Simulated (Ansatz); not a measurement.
# HfO2 (Fm-3m): following an unstable mode

Aim: this structure of HfO2 (Fm-3m) is to be tested for unstable modes, and one is followed downhill.

Method: DFT LDA, scalar-relativistic, plane waves, PAW; PAW set soft_1, in Ansatz 0.2.0.

### 1. The structure

The structure is cubic, space group Fm-3m (No. 225). Conventional cell: a = 5.002 Å, b = 5.002 Å, c = 5.002 Å, α = 90.00°, β = 90.00°, γ = 90.00°. Hf has 8 O at 2.17 Å nearest. Nearest to O lie 4 Hf at 2.17 Å. Farther neighbours and most contacts between anions are not listed.

### 2. The dispersion

The cell comes from relaxations at this level that are not shown. Stability and thermal properties need the whole zone. Linear response on a 4×4×4 q mesh gives force constants as far as a supercell of that size would, and the tensors from the zone-centre run are typed in so that the long-range dipole term is interpolated apart.

File input.yaml:

```yaml
crystal:
  lattice:
    - [0.0, 2.5008662479, 2.5008662479]
    - [2.5008662479, 0.0, 2.5008662479]
    - [2.5008662479, 2.5008662479, 0.0]
  atoms:
    - { symbol: Hf, position: [0.0, 0.0, 0.0] }
    - { symbol: O, position: [0.25, 0.25, 0.25] }
    - { symbol: O, position: [0.75, 0.75, 0.75] }
kpoints:
  mp_grid: { grid: [8, 8, 8] }
hamiltonian:
  xc: lda
  pseudopotentials: { kind: paw, azcp: { folder: soft_1 }, xc_functional: pbe }
scf:
  occupations: { method: fixed }
output:
  eigenvalues: true
phonons:
  method: dfpt
  qmesh: [4, 4, 4]
  temperatures: { t_max: 1000, t_step: 50 }
  qpath:
    path:
      - [[0.0, 0.0, 0.0], [0.5, 0.0, 0.5], [0.625, 0.25, 0.625]]
      - [[0.375, 0.375, 0.75], [0.0, 0.0, 0.0], [0.5, 0.5, 0.5], [0.5, 0.25, 0.75], [0.5, 0.0, 0.5]]
    npoints: 10
  non_analytic_term:
    high_frequency_dielectric_tensor: [[5.3952, 0.0, 0.0], [0.0, 5.3952, 0.0], [0.0, 0.0, 5.3952]]
    born_effective_charges:
      - { species: Hf, tensor: [[5.5895, 0.0, 0.0], [0.0, 5.5895, 0.0], [0.0, 0.0, 5.5895]] }
      - { species: O, tensor: [[-2.7948, 0.0, 0.0], [0.0, -2.7948, 0.0], [0.0, 0.0, -2.7948]] }
      - { species: O, tensor: [[-2.7948, 0.0, 0.0], [0.0, -2.7948, 0.0], [0.0, 0.0, -2.7948]] }
    source: "zone-centre run at this cell"
```

The run is started by

```sh
$ ansatz run input.yaml --threads 4 --pin off --max-ram 10240MiB --backend cpu --events-out ev --progress --plain --runs-dir out
```

Numbers of over 12 decimals in the logs are rounded to 6 here.

Log:

```text
Warning: phonons: the dynamical matrix that this run interpolates holds no multipole term above the dipole-dipole one, and a site of this crystal is no centre of inversion, so its interpolated transverse optical and acoustic branches and sound speeds can stay off near Gamma, and the density of states and the thermodynamics with them. What a run solves at a wave vector of phonons.qpoints, Gamma apart, where the deck admits one, is free of this, and under fd what a larger phonons.supercell samples
Engine: ansatz 0.2.0, aarch64-unknown-linux-gnu
Pseudopotentials: kind: paw
Pseudopotential: Hf, paw, valence charge 26, recommended cutoff 420 eV (normal), soft_1/Hf.paw.azcp
Pseudopotential: O, paw, valence charge 6, recommended cutoff 420 eV (normal), soft_1/O.paw.azcp
Functional definition: SPW92
  exchange = slater_x
  correlation = pw_c
Crystal: 3 atoms, lattice volume = 31.282 Å³
Basis set: ecut = 420 eV, 609 PW (Γ), exchange–correlation on 48×48×48 points (8 copies of the dense FFT grid, shifted against one another)
Bands: 23, of which v1, the nominal top of the filled ones, is band 19 counted from 1 (18 counted from 0)
Symmetry: 48 space group operations
k-points: 29 of 512
Non-local potential: Hf, projectors of the file, l = 0: 3, l = 1: 2, l = 2: 2, l = 3: 3
Non-local potential: O, projectors of the file, l = 0: 2, l = 1: 2, l = 2: 1
PAW form: soft (Blöchl's): semilocal exchange-correlation on the pseudo side does not see the compensation charge
PAW frozen core: Hf, regenerated for the run's functional, and the local potential with it (the file was generated under x = pbe(κ = 0.804, μ = 0.219515), c = pbe(β = 0.066725))
PAW frozen core: O, regenerated for the run's functional, and the local potential with it (the file was generated under x = pbe(κ = 0.804, μ = 0.219515), c = pbe(β = 0.066725))
PAW one-centre angular grid: Hf, 590 points (default); XC on 64 Gauss nodes
PAW one-centre angular grid: O, 110 points (default); XC on 64 Gauss nodes
Initial density: superposition of atomic densities (chi_scale 0.1, normalization cell, long waves kept (reshape's long-wave potential 0.00 eV rms))
Initial wavefunctions: pseudopotential atomic-orbital guess
Functional: x = slater, c = lda
SCF iter   1: F=—  HF=-16594.311818 eV  |F-HF|=—  |Δ(HF+E_count)|=         —  Δρ=9.06e-2  dr2=1.96e0  ethr=3.10e-3  ⟨swp⟩=4.0  Hψ=2196  notcnv=0  defer=56
preconditioner: auto → none  [insulator: Δε(μ)=3.094 eV  Ē_g=19.419 eV  n_scr=14 (ndim 8)  ℏωp=39.8 eV  f_vac=0.000  ε∞_Penn≈5.2]
SCF iter   2: F=—  HF=-16593.723408 eV  |F-HF|=—  |Δ(HF+E_count)|=   5.88e-1  Δρ=3.64e-2  dr2=3.52e-1  ethr=3.10e-3  ⟨swp⟩=2.3  Hψ=1566  notcnv=0  defer=52
SCF iter   3: F=—  HF=-16593.640284 eV  |F-HF|=—  |Δ(HF+E_count)|=   8.31e-2  Δρ=2.58e-2  dr2=1.14e-1  ethr=9.26e-4  ⟨swp⟩=2.0  Hψ=1158  notcnv=0  defer=58
SCF iter   4: F=—  HF=-16593.617544 eV  |F-HF|=—  |Δ(HF+E_count)|=   2.27e-2  Δρ=5.51e-3  dr2=4.64e-3  ethr=2.99e-4  ⟨swp⟩=2.7  Hψ=1344  notcnv=0  defer=58
SCF iter   5: F=—  HF=-16593.619750 eV  |F-HF|=—  |Δ(HF+E_count)|=   2.21e-3  Δρ=2.61e-3  dr2=7.06e-4  ethr=1.22e-5  ⟨swp⟩=2.0  Hψ=1332  notcnv=0  defer=58
SCF iter   6: F=—  HF=-16593.620058 eV  |F-HF|=—  |Δ(HF+E_count)|=   3.08e-4  Δρ=2.33e-4  dr2=5.30e-6  ethr=1.86e-6  ⟨swp⟩=2.0  Hψ=1102  notcnv=0  defer=58
SCF iter   7: F=—  HF=-16593.620057 eV  |F-HF|=—  |Δ(HF+E_count)|=   1.20e-6  Δρ=1.35e-5  dr2=3.46e-8  ethr=1.40e-8  ⟨swp⟩=2.1  Hψ=1155  notcnv=0
SCF iter   8: F=—  HF=-16593.620059 eV  |F-HF|=—  |Δ(HF+E_count)|=   2.41e-6  Δρ=2.13e-6  dr2=6.63e-10  ethr=9.12e-11  ⟨swp⟩=2.5  Hψ=1225  notcnv=0
SCF iter   9: F=—  HF=-16593.620059 eV  |F-HF|=—  |Δ(HF+E_count)|=  7.28e-11  Δρ=2.45e-7  dr2=2.04e-11  ethr=1.75e-12  ⟨swp⟩=2.1  Hψ=1209  notcnv=0
SCF iter  10: F=-16593.620059 eV  HF=-16593.620059 eV  |F-HF|=7.28e-12  |Δ(HF+E_count)|=  1.46e-11  Δρ=1.67e-8  dr2=3.29e-14  ethr=1.00e-12  ⟨swp⟩=7.7  Hψ=4148  notcnv=0
SCF 1 converged in 10 iterations: F = -16593.620059 eV  dr2 = 3.29e-14
  greatest PAW one-centre occupation: 0.999 electrons in one spin orbital (limit 2), on the Hf atom at site 0 (counted from 0), in its partial waves of l = 3
NSCF: frozen V_eff on 29 k-points
NSCF: frozen V_eff on 59 k-points
DFPT response loops at q = (0, 0, 0) (fractional): preconditioner auto → none (the input reference at scf.mixing.eps_inf says where Resta's filter doesn't serve); β = 0.50; Broyden in place of MSR1
NSCF: frozen V_eff on 576 k-points
DFPT response loops at q = (0, 0, 0.25) (fractional): mixed as the last ones told, above
NSCF: frozen V_eff on 300 k-points
DFPT response loops at q = (0, 0, -0.5) (fractional): preconditioner auto → Resta (q_TF=auto, 2.818 Å⁻¹)  ε∞=4.0 (no band partly filled); β = 1.00, the filter's whole step (`scf.mixing.beta` (0.50) is not read by the response loops at its default; to damp them type it under 1.00, their step now; it binds the ground state too); Broyden in place of MSR1
NSCF: frozen V_eff on 328 k-points
DFPT response loops at q = (0, 0.25, 0.25) (fractional): preconditioner auto → none (the input reference at scf.mixing.eps_inf says where Resta's filter doesn't serve); β = 0.50; Broyden in place of MSR1
NSCF: frozen V_eff on 1024 k-points
DFPT response loops at q = (0, 0.25, -0.5) (fractional): mixed as the last ones told, above
NSCF: frozen V_eff on 576 k-points
DFPT response loops at q = (0, 0.25, -0.25) (fractional): mixed as the last ones told, above
NSCF: frozen V_eff on 190 k-points
DFPT response loops at q = (0, -0.5, -0.5) (fractional): preconditioner auto → Resta (q_TF=auto, 2.818 Å⁻¹)  ε∞=4.0 (no band partly filled); β = 1.00, the filter's whole step (`scf.mixing.beta` (0.50) is not read by the response loops at its default; to damp them type it under 1.00, their step now; it binds the ground state too); Broyden in place of MSR1
NSCF: frozen V_eff on 328 k-points
DFPT response loops at q = (0.25, -0.5, -0.25) (fractional): preconditioner auto → none (the input reference at scf.mixing.eps_inf says where Resta's filter doesn't serve); β = 0.50; Broyden in place of MSR1
SCF converged after 10 iterations
Free energy (F): -16593.620059 eV
Harris-Foulkes:  -16593.620059 eV  (|F-HF|=7.28e-12)
Internal energy: -16593.620059 eV  (E = F + TS)
E sigma→0 (E₀):  -16593.620059 eV
Fermi energy:    15.224507 eV
--- Per-component energies (eV) ---
  E_band       = 24.778586
  E_kinetic    = 743.874966
  E_local      = -6872.083264  (includes V_loc(G=0)·N_el)
  E_nonlocal   = 187.373025
  E_hartree    = 3281.522474
  E_xc         = -405.870009
  E_vxc        = -436.995478  (∫ρ·V_xc dr)
  E_paw        = -7761.213429  (= ΣΔE_a)
  E_vpaw       = -160.437224  (= ΣTr[D̂ρ^β])
  E_aug_tail   = 0.001613  (compensation charges beyond the density's cutoff)
  E_ewald      = -5769.876366
  E_core_change = 2.650931  (= ΣΔE_core)
  E_smearing   = -0.000000  (= −TS)
  E_closure    = -0.000000  (closes the sum)
  Σ components = -16593.620059   (vs F -16593.620059, Δ=0.00e0)
--- Band table (eV; the first three rows and the last of 29) ---
  k-point 0: bands = [... 15 lower, 9.4991, 14.5762, 14.5762, 14.5762, 18.9887, 18.9887, 21.1487, 26.0868]
  k-point 1: bands = [... 15 lower, 9.9831, 14.1086, 14.2603, 14.2603, 19.3145, 19.3145, 21.7498, 25.3066]
  k-point 2: bands = [... 15 lower, 11.0678, 13.1688, 13.7064, 13.7064, 19.7912, 19.7912, 22.3357, 24.7326]
  k-point 28: bands = [... 15 lower, 12.5106, 12.5106, 13.6795, 14.9995, 20.0084, 20.3684, 22.5864, 22.5864]
--- Phonons (Γ-DFPT): 2 representative perturbations + reference (Σ response iterations 7) ---
  ASR residual: 7.075e-6 → 0.000e0 eV/Å²; symmetrization residual: 2.674e-7 eV/Å²
  ASR residual per site (eV/Å²): 4.78e-6 7.07e-6 7.07e-6
  Γ frequencies (cm⁻¹): 0.00 0.00 0.00 248.35 248.35 248.35 596.47 596.47 596.47
--- Phonons (arbitrary-q DFPT): 8 irreducible q on the 4×4×4 mesh ---
  q = [0.0000, 0.0000, 0.0000] (star 1, of the zone-centre solve; hermiticity 4.46e-8, symmetrization 2.72e-12): -0.00 -0.00 0.00 248.35 248.35 248.35 596.47 596.47 596.47
  q = [0.0000, 0.0000, 0.2500] (star 8, 2 solved perturbations on 288 of 512 k-point pairs; hermiticity 6.28e-8, symmetrization 3.14e-8): 79.78 79.78 151.45 332.34 332.34 551.46 571.31 571.31 619.51
  q = [0.0000, 0.0000, -0.5000] (star 4, 2 solved perturbations on 150 of 512 k-point pairs; hermiticity 1.22e-5, symmetrization 6.09e-6): 92.49 92.49 200.78 415.15 415.15 510.65 531.16 531.16 603.34
  q = [0.0000, 0.2500, 0.2500] (star 6, 4 solved perturbations in 528 linear systems a pass and spin channel, the states on 164 of 512 k-point pairs; hermiticity 3.34e-8, symmetrization 2.51e-10): 78.88 78.88 201.36 265.44 265.44 446.68 590.01 590.01 668.49
  q = [0.0000, 0.2500, -0.5000] (star 24, 4 solved perturbations in 1600 linear systems a pass and spin channel, the states on 512 of 512 k-point pairs; hermiticity 3.10e-8, symmetrization 8.20e-10): 96.89 131.03 198.04 277.28 355.69 365.26 557.20 582.07 670.54
  q = [0.0000, 0.2500, -0.2500] (star 12, 4 solved perturbations in 904 linear systems a pass and spin channel, the states on 288 of 512 k-point pairs; hermiticity 3.51e-6, symmetrization 1.75e-6): 93.74 123.54 196.13 235.42 436.12 468.02 493.43 597.95 645.07
  q = [0.0000, -0.5000, -0.5000] (star 3, 4 solved perturbations in 308 linear systems a pass and spin channel, the states on 95 of 512 k-point pairs; hermiticity 4.51e-8, symmetrization 1.24e-8): -217.74 102.23 102.23 259.57 323.82 323.82 574.31 574.31 707.08
  q = [0.2500, -0.5000, -0.2500] (star 6, 4 solved perturbations in 502 linear systems a pass and spin channel, the states on 164 of 512 k-point pairs; hermiticity 3.52e-6, symmetrization 1.76e-6): 52.62 106.23 191.25 191.25 255.69 477.50 477.50 615.73 679.97
  sum rule: each row above includes the acoustic sum rule's correction from the zone centre's row sums; it moved no ω² by more than (0.35 cm⁻¹)²
  mesh force constants: q→R imaginary residual 5.69e-18; ASR residual 7.075e-6 → 0.000e0 eV/Å²; symmetrization residual 1.066e-14 eV/Å²
  interpolated dispersion: 63 rows × 9 modes
  density of states and harmonic sums: on the 24×24×24 q-mesh, interpolated from the force constants of a 4×4×4 supercell (with the dipole–dipole term of supplied tensors)
  largest difference from the sums on the solved wave vectors: F 1.17e-3 eV, S 1.72e-6 and C_V 1.01e-6 eV/K
  zero-point energy: 0.199526 eV/cell   skipped modes (ω ≤ 0): 48, of them read as no rigid motion or as one in doubt: 45 (9.310e-2 modes/cell left out, lowest -217.74 cm⁻¹)   left out of the sums: 1.04e-2 of the cell's modes: C_V's classical limit lies that fraction below 3 k_B per atom; for a crystal, a wire or a layer, F and S can be off by more, and a phonons.interpolated_qmesh denser along its periods is the remedy for the sampling
```

Run time: 87 s. Hardware: 4 threads of Arm Neoverse V2, shared host; peak memory 1.2 GiB; 5.5 min of CPU time.

The column dr2 measures how far the density is from self-consistency, as an energy; F and HF (Harris–Foulkes) agree once it is small.

Numbers from this step:

```
gap on the k-mesh                                       : 3.661 eV
volume per atom                                         : 10.43 Å³
sum-rule residual before enforcement                    : 7.07e-6 eV/Å²
lowest frequency on the path                            : -217.7 cm⁻¹
point group                                             : m-3m
highest frequency on the path or at a solved wavevector : 707.1 cm⁻¹
highest optical mode at the zone centre (no LO-TO term) : 596.5 cm⁻¹
lowest optical zone-centre mode                         : 248.3 cm⁻¹
lowest mode on the q mesh (acoustic modes at Γ apart)   : -217.7 cm⁻¹
```

Frequencies (cm⁻¹) solved at each irreducible wavevector; negative means imaginary. Frequencies by wavevector, by row:

```csv
q in reciprocal lattice units,star,mode 1,mode 2,mode 3,mode 4,mode 5,mode 6,mode 7,mode 8,mode 9
0 0 0,1,0,0,0,248.3,248.3,248.3,596.5,596.5,596.5
0 0 0.25,8,79.8,79.8,151.4,332.3,332.3,551.5,571.3,571.3,619.5
0 0 -0.5,4,92.5,92.5,200.8,415.1,415.1,510.6,531.2,531.2,603.3
0 0.25 0.25,6,78.9,78.9,201.4,265.4,265.4,446.7,590,590,668.5
0 0.25 -0.5,24,96.9,131,198,277.3,355.7,365.3,557.2,582.1,670.5
0 0.25 -0.25,12,93.7,123.5,196.1,235.4,436.1,468,493.4,598,645.1
0 -0.5 -0.5,3,-217.7,102.2,102.2,259.6,323.8,323.8,574.3,574.3,707.1
0.25 -0.5 -0.25,6,52.6,106.2,191.2,191.2,255.7,477.5,477.5,615.7,680
```

Interpolated from a 4×4×4 q mesh, with the LO-TO term (at Γ the limit along the path; where Γ stands inside the path, tables give the limit on arrival). The phonon branches at the labelled points (cm⁻¹):

```csv
point,branch 1,branch 2,branch 3,branch 4,branch 5,branch 6,branch 7,branch 8,branch 9
Γ,0,0,0,248,248,596,596,596,630
halfway,79,79,201,265,265,447,590,590,668
X,-218,102,102,260,324,324,574,574,707
halfway,-187,101,120,247,329,342,568,578,702
U,-66,98,156,221,341,386,548,586,687
jump to K,-66,98,156,221,341,386,548,586,687
halfway,90,91,180,255,405,502,537,601,629
Γ,0,0,0,248,248,596,596,596,630
halfway,80,80,152,332,332,552,571,571,620
L,92,92,201,415,415,511,531,531,603
halfway,96,150,180,312,334,458,510,595,654
W,53,106,191,191,256,478,478,616,680
halfway,-159,104,133,238,298,382,548,593,696
X,-218,102,102,260,324,324,574,574,707
```

The phonon branches as a text plot (rows in cm⁻¹):

```
    688 |       ************                            *********
    649 |*******            ****    ****             ***
    611 |******             ************************* ********
    572 | **   *************     ****    *****     ***        ***
    534 |   *             **    **          **********      **
    495 |    **             *****              ****   ******
    457 |      *            *  *                   ******  *
    418 |                  * ** *               *****       **
    380 |       *        ** *    *            **   ***        *
    341 |            *******                **       **        **
    302 |        ****             **      **          **     ***
    264 |***************        **********              ***** ***
    225 |       **      ********                        *   **
    187 |    ***           ******            ***************
    148 |   *           *** *    *          *        ****   **
    110 |  *    ***************** **      **   ******************
     71 |    ***                *****    ******          **
     33 | ***                     ****  **                 *
     -6 |*                            **
    -44 |
    -83 |                 *                                 *
   -121 |                *                                   *
   -160 |               *
   -198 |           ****                                      ***
         Γ           X  U|K            Γ         L        W     X
```

Symmetry leaves 8 wavevectors to solve. The lowest mode among them, the acoustic zeros apart, lies at q = (0, -0.5, -0.5) and is imaginary, 217.7i cm⁻¹, so the energy falls along it.

### 3. The mode frozen in, largest atomic shift 0 Å

The mode followed lies at q = (0, -0.5, -0.5) with frequency 217.7i cm⁻¹, the softest among the wavevectors solved. At small amplitude the distorted cell has space group no. 137 by a symmetry search on the positions. The undistorted cell that holds it gives the zero of energy on the same k mesh.

System of this step: HfO2. The structure is cubic, space group Fm-3m (No. 225). The conventional cell has a = 5.002 Å, b = 5.002 Å, c = 5.002 Å, α = 90.00°, β = 90.00°, γ = 90.00°. Nearest to Hf lie 8 O at 2.17 Å. Nearest to O lie 4 Hf at 2.17 Å. Farther neighbours and most contacts between anions are not listed.

File input.yaml:

```yaml
crystal:
  lattice:
    - [0.0, -2.5008662479, -2.5008662479]
    - [0.0, 2.5008662479, -2.5008662479]
    - [5.0017324957, 0.0, 0.0]
  atoms:
    - { symbol: Hf, position: [0.0, 0.0, 0.0] }
    - { symbol: Hf, position: [0.5, 0.5, 0.5] }
    - { symbol: O, position: [0.0, 0.5, 0.75] }
    - { symbol: O, position: [0.5, 0.0, 0.25] }
    - { symbol: O, position: [0.0, 0.5, 0.25] }
    - { symbol: O, position: [0.5, 0.0, 0.75] }
kpoints:
  mp_grid: { grid: [6, 6, 6] }
hamiltonian:
  xc: lda
  pseudopotentials: { kind: paw, azcp: { folder: soft_1 }, xc_functional: pbe }
scf:
  occupations: { method: gaussian, width: 0.02 }
output:
  forces: true
  stress: true
  eigenvalues: true
```

Log:

```text
[...]
Crystal: 6 atoms, lattice volume = 62.565 Å³
Basis set: ecut = 420 eV, 1229 PW (Γ)
Bands: 46, of which v1, the nominal top of the filled ones, is band 38 counted from 1 (37 counted from 0)
Symmetry: 32 space group operations
[...]
k-points: 40 of 216
[...]
k-point 0: bands = [... 34 lower, 14.5762, 14.5762, 14.5762, 15.2245, 18.8860, 18.9887, 18.9887, 20.7476, ... 2 higher]
  k-point 1: bands = [... 34 lower, 13.8847, 14.5914, 14.5914, 14.6774, 19.0325, 19.0844, 19.2696, 20.5988, ... 2 higher]
  k-point 2: bands = [... 34 lower, 14.2024, 14.2024, 14.5964, 14.5964, 19.3581, 19.3866, 19.6412, 20.2226, ... 2 higher]
  k-point 39: bands = [... 34 lower, 13.6795, 13.6795, 14.9995, 14.9995, 20.0084, 20.0084, 20.3684, 20.3684, ... 2 higher]
[key lines of the parts left out:]
SCF converged after 10 iterations
Free energy (F): -33187.240227 eV
Fermi energy:    17.055247 eV
P = ⅓ Tr σ = 0.0054 GPa (0.054 kbar)
```

The job ended after 1.8 s (4 threads; peak memory 0.4 GiB).

This step gave:

* pressure: 0.005391 GPa
* energy from the undistorted cell: 0 meV/atom

At this level the gap is 3.66 eV on the k-mesh of the self-consistent run, which can miss the band edges.

### 4. The mode frozen in, largest atomic shift 0.22 Å

The atoms are moved along the unstable eigenvector, the largest shift by 0.22 Å, with the cell fixed.

input.yaml, the sections that differ from step 3:

```yaml
crystal:
  lattice:
    - [0.0, -2.5008662479, -2.5008662479]
    - [0.0, 2.5008662479, -2.5008662479]
    - [5.0017324957, 0.0, 0.0]
  atoms:
    - { symbol: Hf, position: [0.0, 0.0, 0.0] }
    - { symbol: Hf, position: [0.5, 0.5, 0.5] }
    - { symbol: O, position: [0.0, 0.5, 0.7060152407] }
    - { symbol: O, position: [0.5, 0.0, 0.2939847593] }
    - { symbol: O, position: [0.0, 0.5, 0.2060152407] }
    - { symbol: O, position: [0.5, 0.0, 0.7939847593] }
# kpoints, hamiltonian, scf, output: as in step 3
```

Log:

```text
[...]
Crystal: 6 atoms, lattice volume = 62.565 Å³
Basis set: ecut = 420 eV, 1229 PW (Γ)
Bands: 46, of which v1, the nominal top of the filled ones, is band 38 counted from 1 (37 counted from 0)
Symmetry: 16 space group operations
[...]
k-points: 40 of 216
[...]
k-point 0: bands = [... 34 lower, 14.2217, 14.3394, 14.3394, 14.5594, 18.9992, 19.0446, 20.1564, 20.7456, ... 2 higher]
  k-point 1: bands = [... 34 lower, 13.6317, 14.1423, 14.3626, 14.3626, 19.0945, 19.2159, 20.2028, 20.5982, ... 2 higher]
  k-point 2: bands = [... 34 lower, 13.8007, 13.8007, 14.4071, 14.4071, 19.3667, 19.6553, 20.2253, 20.2876, ... 2 higher]
  k-point 39: bands = [... 34 lower, 13.0312, 13.0312, 14.5095, 14.5095, 20.3943, 20.3943, 20.6987, 20.6987, ... 2 higher]
[key lines of the parts left out:]
SCF converged after 10 iterations
Free energy (F): -33187.336337 eV
Fermi energy:    16.807987 eV
P = ⅓ Tr σ = 4.9374 GPa (49.374 kbar)
```

Elapsed: 1.9 s, on 4 threads; peak memory 0.4 GiB; 6.8 s of CPU time.

A gap read on the k-mesh alone can miss the band edges.

This step gave:

| Property | Result |
| --- | --- |
| pressure | 4.937 GPa |
| gap on the k-mesh | 4.383 eV |
| energy from the undistorted cell | -16.02 meV/atom |

The energy, extrapolated to zero smearing, is -16.02 meV/atom against the undistorted cell.

(Part 1 of 3 ends here.)

[Logs are printed without paths, hosts, clocks, repeated set-up lines and the standing remarks that a program may print on its own settings, such as how far it seeks lower states.]

[Hosts, paths, dates, database ids (printed as entryN), source tags and the programs' standing remarks are cut or masked in the printed files.]
